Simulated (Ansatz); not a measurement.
## How Be(0001) screens a field

Wanted: the response of a Be(0001) slab to a perpendicular field.

Method: plane-wave DFT, LDA, Ansatz PAW, in Ansatz 0.2.0.

Report form: inputs, costs, results and the conclusion, without the logs.

## 1. Starting point

The cell holds 7 atoms: 7 Be. Its edges and angles: a = 2.290 Å, b = 2.290 Å, c = 28.765 Å, α = 90.0°, β = 90.0°, γ = 60.0°. Vacuum lies along c.

## 2. Atoms held, field 0, start network

A sawtooth potential applies the field, turning back in the middle of the vacuum. With the dipole correction the typed value is the field outside the slab. The induced dipole is small, so the SCF threshold is tight.

Contents of input.yaml:

```yaml
crystal:
  lattice:
    - [2.29, 0.0, 0.0]
    - [1.145, 1.9831981747, 0.0]
    - [0.0, 0.0, 28.76529]
  atoms:
    - { symbol: Be, position: [0.0, 0.0, 0.3128770821] }
    - { symbol: Be, position: [0.6666666667, 0.6666666667, 0.375251388] }
    - { symbol: Be, position: [0.0, 0.0, 0.437625694] }
    - { symbol: Be, position: [0.6666666667, 0.6666666667, 0.5] }
    - { symbol: Be, position: [0.0, 0.0, 0.562374306] }
    - { symbol: Be, position: [0.6666666667, 0.6666666667, 0.624748612] }
    - { symbol: Be, position: [0.0, 0.0, 0.6871229179] }
kpoints:
  mp_grid: { grid: [24, 24, 1] }
hamiltonian:
  xc: lda
scf:
  occupations: { method: fermi_dirac, width: 0.1 }
  convergence: { dr2_threshold: 1.0e-10 }
efield:
  axis: 3
  dipole_correction: true
  ramp_position: 0.97
  ramp_width: 0.06
  amplitude: 0
output:
  forces: true
  write_potential: true
  write_density: true
  volumetric_format: npy
```

Started as:

```bash
ansatz run input.yaml --threads 2 --pin off --max-ram 3072MiB --backend cpu --events-out ev --progress --plain --runs-dir out
```

Run time: 16 s. Hardware: 2 threads of Arm Neoverse N1, shared host; peak memory 0.37 GiB.

Read from the output:

* energy at zero smearing: -616.3404 eV
* work function, upper face: 5.503 eV
* dipole along the normal: -1.45e-7 e·Å

Running mean over 1.794 Å of the planar mean; the ramp of the sawtooth is left out. Table of electron's electrostatic potential energy less the Fermi level by z:

z (Å), electron's electrostatic potential energy less the Fermi level (eV) and a bar from the least value:
```
      3.5       5.50 ##############################
      4.0       5.50 ##############################
      4.5       5.50 ##############################
      5.0       5.50 ##############################
      5.5       5.49 ##############################
      6.0       5.47 ##############################
      6.5       5.37 ##############################
      7.0       4.99 #############################
      7.5       3.72 ##########################
      8.0       0.12 #################
      8.5      -4.19 #######
      9.0      -5.93 ##
      9.5      -6.27 ##
     10.0      -6.38 #
     10.5      -6.49 #
     11.0      -6.58 #
     11.5      -6.67 #
     12.0      -6.75 
     12.5      -6.81 
     13.0      -6.85 
     13.5      -6.88 
     14.0      -6.90 
     14.5      -6.90 
     15.0      -6.89 
     15.5      -6.87 
     16.0      -6.83 
     16.5      -6.78 
     17.0      -6.71 
     17.5      -6.62 #
     18.0      -6.54 #
     18.5      -6.44 #
     19.0      -6.33 #
     19.5      -6.18 ##
     20.0      -5.43 ####
     20.5      -2.36 ###########
     21.0       2.16 ######################
     21.5       4.49 ############################
     22.0       5.23 #############################
     22.5       5.43 ##############################
     23.0       5.48 ##############################
     23.5       5.50 ##############################
     24.0       5.50 ##############################
     24.5       5.50 ##############################
     25.0       5.50 ##############################
     25.5       5.50 ##############################
```

Force by atom:

| atom | x (eV/Å) | y (eV/Å) | z (eV/Å) | size |
| --- | --- | --- | --- | --- |
| Be1 | 0.0000 | 0.0000 | 0.0637 | 0.0637 |
| Be2 | 0.0000 | 0.0000 | 0.0827 | 0.0827 |
| Be3 | 0.0000 | 0.0000 | 0.0074 | 0.0074 |
| Be4 | 0.0000 | 0.0000 | 0.0000 | 0.0000 |
| Be5 | 0.0000 | 0.0000 | -0.0074 | 0.0074 |
| Be6 | 0.0000 | 0.0000 | -0.0827 | 0.0827 |
| Be7 | 0.0000 | 0.0000 | -0.0636 | 0.0636 |

The work function of the upper face is 5.50 eV.

## 3. Atoms held, field 0.05 V/Å, start atoms

Changes to input.yaml since step 2:

```diff
@@ -25,3 +25,3 @@
   ramp_width: 0.06
-  amplitude: 0
+  amplitude: 0.05
 output:
```

Wall time 20 s (2 threads); peak memory 0.36 GiB; 39 s of CPU time.

The dipole is 0.0171 e·Å.

## 4. Atoms held, field -0.05 V/Å, start atoms

Changes to input.yaml since step 3:

```diff
@@ -25,3 +25,3 @@
   ramp_width: 0.06
-  amplitude: 0.05
+  amplitude: -0.05
 output:
```

Run time: 19 s. Hardware: 2 threads; peak memory 0.36 GiB.

The dipole is -0.0171 e·Å.

## 5. Single point, field 0.1 V/Å, start atoms

Changes to input.yaml since step 4:

```diff
@@ -23,5 +23,5 @@
   dipole_correction: true
-  ramp_position: 0.97
-  ramp_width: 0.06
-  amplitude: -0.05
+  ramp_position: 0.9534
+  ramp_width: 0.0932
+  amplitude: 0.1
 output:
```

The job ended after 20 s (2 threads; peak memory 0.36 GiB; 40 s of CPU time).

The dipole is 0.0343 e·Å.

## 6. Single point, field -0.1 V/Å, start atoms

Changes to input.yaml since step 5:

```diff
@@ -25,3 +25,3 @@
   ramp_width: 0.0932
-  amplitude: 0.1
+  amplitude: -0.1
 output:
```

Run time: 19 s. Hardware: 2 threads; peak memory 0.36 GiB; 37 s of CPU time.

The dipole is -0.0343 e·Å.

## 7. Single point, field 0.2 V/Å, start atoms

Changes to input.yaml since step 6:

```diff
@@ -25,3 +25,3 @@
   ramp_width: 0.0932
-  amplitude: -0.1
+  amplitude: 0.2
 output:
```

It took 20 s on 2 threads; peak memory 0.36 GiB; 40 s of CPU time.

The dipole is 0.0685 e·Å.

## 8. Single point, field -0.2 V/Å, start atoms

Changes to input.yaml since step 7:

```diff
@@ -25,3 +25,3 @@
   ramp_width: 0.0932
-  amplitude: 0.2
+  amplitude: -0.2
 output:
```

Run time: 19 s. Hardware: 2 threads; peak memory 0.35 GiB.

The dipole is -0.0685 e·Å.

## 9. Single point, field 0.4 V/Å, start atoms

Changes to input.yaml since step 8:

```diff
@@ -23,5 +23,5 @@
   dipole_correction: true
-  ramp_position: 0.9534
-  ramp_width: 0.0932
-  amplitude: -0.2
+  ramp_position: 0.9187
+  ramp_width: 0.1627
+  amplitude: 0.4
 output:
@@ -31 +31,2 @@
   volumetric_format: npy
+  elf: true
```

The job ended after 19 s (2 threads; peak memory 0.36 GiB; 38 s of CPU time).

Running mean over 1.794 Å of the planar mean, with the applied field; the ramp of the sawtooth is left out. Electron's electrostatic potential energy less the Fermi level against z:

| z (Å) | electron's electrostatic potential energy less the Fermi level (eV) |
| --- | --- |
| 3.5 | 3.89 |
| 4.0 | 4.09 |
| 4.5 | 4.29 |
| 5.0 | 4.49 |
| 5.5 | 4.68 |
| 6.0 | 4.85 |
| 6.5 | 4.93 |
| 7.0 | 4.72 |
| 7.5 | 3.58 |
| 8.0 | 0.0639 |
| 8.5 | -4.21 |
| 9.0 | -5.93 |
| 9.5 | -6.27 |
| 10.0 | -6.38 |
| 10.5 | -6.49 |
| 11.0 | -6.58 |
| 11.5 | -6.67 |
| 12.0 | -6.75 |
| 12.5 | -6.81 |
| 13.0 | -6.85 |
| 13.5 | -6.88 |
| 14.0 | -6.90 |
| 14.5 | -6.90 |
| 15.0 | -6.89 |
| 15.5 | -6.87 |
| 16.0 | -6.83 |
| 16.5 | -6.79 |
| 17.0 | -6.71 |
| 17.5 | -6.62 |
| 18.0 | -6.54 |
| 18.5 | -6.44 |
| 19.0 | -6.32 |
| 19.5 | -6.18 |
| 20.0 | -5.43 |
| 20.5 | -2.33 |
| 21.0 | 2.25 |
| 21.5 | 4.70 |
| 22.0 | 5.59 |
| 22.5 | 5.97 |
| 23.0 | 6.22 |
| 23.5 | 6.43 |
| 24.0 | 6.63 |
| 24.5 | 6.83 |
| 25.0 | 7.03 |
| 25.5 | 7.23 |

The dipole is 0.137 e·Å.

## 10. The response

This step: plane-wave DFT, LDA, Ansatz PAW; screening of a field by a metal slab (Ansatz 0.2.0).

The dipoles give the slope, and the difference of two potentials shows where the field is screened.

Numbers from this step:

```
equivalent conductor thickness p/(ε₀AE)      : 13.65 Å
distance between the outer atoms             : 10.77 Å
inner field over outer field                 : -4.47e-4
image plane, upper face                      : 1.415 Å
induced electrons on the upper face over ε₀E : -1.004
image plane, lower face                      : 1.414 Å
induced electrons on the lower face over ε₀E : 1.004
```

The dipole of the cell by applied field:

| applied field (V/Å) | dipole of the cell (e·Å) |
| --- | --- |
| -0.200 | -0.0685 |
| -0.100 | -0.0343 |
| -0.050 | -0.0171 |
| 0.000 | -1.4e-7 |
| 0.050 | 0.0171 |
| 0.100 | 0.0343 |
| 0.200 | 0.0685 |
| 0.400 | 0.137 |

Local field over the applied field, running mean. From the potentials at -0.05 and 0.05 V/Å; running mean over 1.794 Å. The local field over applied field by z:

| z (Å) | local field over applied field |
| --- | --- |
| 4.5 | 0.998 |
| 5.0 | 0.995 |
| 5.5 | 0.985 |
| 6.0 | 0.957 |
| 6.5 | 0.892 |
| 7.0 | 0.761 |
| 7.5 | 0.556 |
| 8.0 | 0.318 |
| 8.5 | 0.127 |
| 9.0 | 0.0246 |
| 9.5 | -0.00138 |
| 10.0 | 0.00398 |
| 10.5 | 0.00311 |
| 11.0 | 3.7e-5 |
| 11.5 | 3.7e-4 |
| 12.0 | 8.4e-4 |
| 12.5 | -1.5e-4 |
| 13.0 | -6.1e-4 |
| 13.5 | -3.8e-4 |
| 14.0 | -4.7e-4 |
| 14.5 | -5.6e-4 |
| 15.0 | -3.8e-4 |
| 15.5 | -5.4e-4 |
| 16.0 | -5.3e-4 |
| 16.5 | 3.7e-4 |
| 17.0 | 8.4e-4 |
| 17.5 | -1.1e-4 |
| 18.0 | 0.00109 |
| 18.5 | 0.00452 |
| 19.0 | 0.00124 |
| 19.5 | 0.00364 |
| 20.0 | 0.0609 |
| 20.5 | 0.207 |
| 21.0 | 0.428 |
| 21.5 | 0.660 |
| 22.0 | 0.832 |
| 22.5 | 0.929 |
| 23.0 | 0.973 |
| 23.5 | 0.991 |
| 24.0 | 0.997 |
| 24.5 | 0.999 |

Electrons, planar mean, per unit field. Induced electron density against z:

z (Å), induced electron density (e/Å³ per V/Å) and a bar from the least value:
```
        5    0.00003 ###############
        6    0.00031 ################
        7    0.00174 ######################
        8    0.00355 ##############################
        9   -0.00045 #############
       10    0.00025 ################
       11   -0.00015 ##############
       12    0.00010 ###############
       13   -0.00007 ###############
       14    0.00006 ###############
       15   -0.00005 ###############
       16    0.00006 ###############
       17   -0.00007 ###############
       18    0.00008 ###############
       19   -0.00010 ##############
       20   -0.00045 #############
       21   -0.00351 
       22   -0.00123 ##########
       23   -0.00019 ##############
       24   -0.00002 ###############
```

By hand: between -0.05 and 0.05 V/Å the dipole changes by 0.03425 e·Å, a slope of 0.3425 e·Å²/V. A perfect conductor of thickness t has p = ε₀AEt, so t = 180.95 × 0.3425 / 4.542 = 13.65 Å (e/ε₀ = 180.95 V·Å, A in Å²). Less the 10.77 Å between the outer atoms, and halved, that puts each image plane 1.44 Å out.

The induced dipole is that of a conductor 13.65 Å thick.

## 11. Varying the input

This step: plane-wave DFT, LDA, Ansatz PAW (Ansatz 0.2.0).

An input spoilt on purpose, to show how the run answers: it repeats the earlier run at 0.05 V/Å with efield.axis from 3 to 0, and scf.max_iter set to 50.

Changes to input.yaml since step 9:

```diff
@@ -20,8 +20,9 @@
   convergence: { dr2_threshold: 1.0e-10 }
+  max_iter: 50
 efield:
-  axis: 3
+  axis: 0
   dipole_correction: true
-  ramp_position: 0.9187
-  ramp_width: 0.1627
-  amplitude: 0.4
+  ramp_position: 0.97
+  ramp_width: 0.06
+  amplitude: 0.05
 output:
@@ -31,2 +32 @@
   volumetric_format: npy
-  elf: true
```

Run time: 0.03 s. Hardware: 2 threads; peak memory 0.03 GiB.

The program refused the input before any cycle.

The program's message: “Error: invalid value for `efield.axis`: must be in [1, 3]; got 0”

The fault put into the input: an axis of 0, outside the range 1 to 3.

## 12. A changed input

An input spoilt on purpose, to show how the run answers: it repeats the earlier run at 0.05 V/Å with scf.convergence.dr2_threshold from 1e-10 to 0.0, and scf.max_iter set to 80.

Changes to input.yaml since step 11:

```diff
@@ -19,6 +19,6 @@
   occupations: { method: fermi_dirac, width: 0.1 }
-  convergence: { dr2_threshold: 1.0e-10 }
-  max_iter: 50
+  convergence: { dr2_threshold: 0.0 }
+  max_iter: 80
 efield:
-  axis: 0
+  axis: 3
   dipole_correction: true
```

Run time: 0.04 s. Hardware: 2 threads; peak memory 0.03 GiB; 0.03 s of CPU time.

The input was rejected at the start.

The program's message: “Error: invalid value for `scf.convergence.dr2_threshold`: must be finite and > 0; got 0 eV”

The fault put into the input: a threshold that can't be met.

## 13. Results

* work function: 5.50 eV
* image plane, upper face: 1.41 Å
* induced electrons on the upper face over ε₀E: -1.00
* equivalent conductor thickness p/(ε₀AE): 13.6 Å
* inner field over outer field: -4.5e-4

The induced charge has its centre 1.41 Å outside the outermost atoms; this is the plane from which a capacitor's gap or an image potential counts. The equivalent conductor thickness exceeds the distance between the outer atoms by 2.88 Å, about the sum of the two image-plane distances. In the middle of the slab the field is screened to under 0.5 % of its outer value. The atoms are held at bulk positions with the tabulated experimental lattice constant.

[Long decimals in the printed logs are rounded to 6 places.]

[Logs are printed without paths, hosts, clocks, repeated set-up lines and the standing remarks that a program may print on its own settings, such as how far it seeks lower states.]

[Hosts, paths, dates, database ids (printed as entryN), source tags and the programs' standing remarks are cut or masked in the printed files.]

[Maps of the electrostatic potential energy from Ansatz leave out the sawtooth potential of an applied field or a dipole correction, so their vacuum need not be flat; planar profiles and work functions include it.]
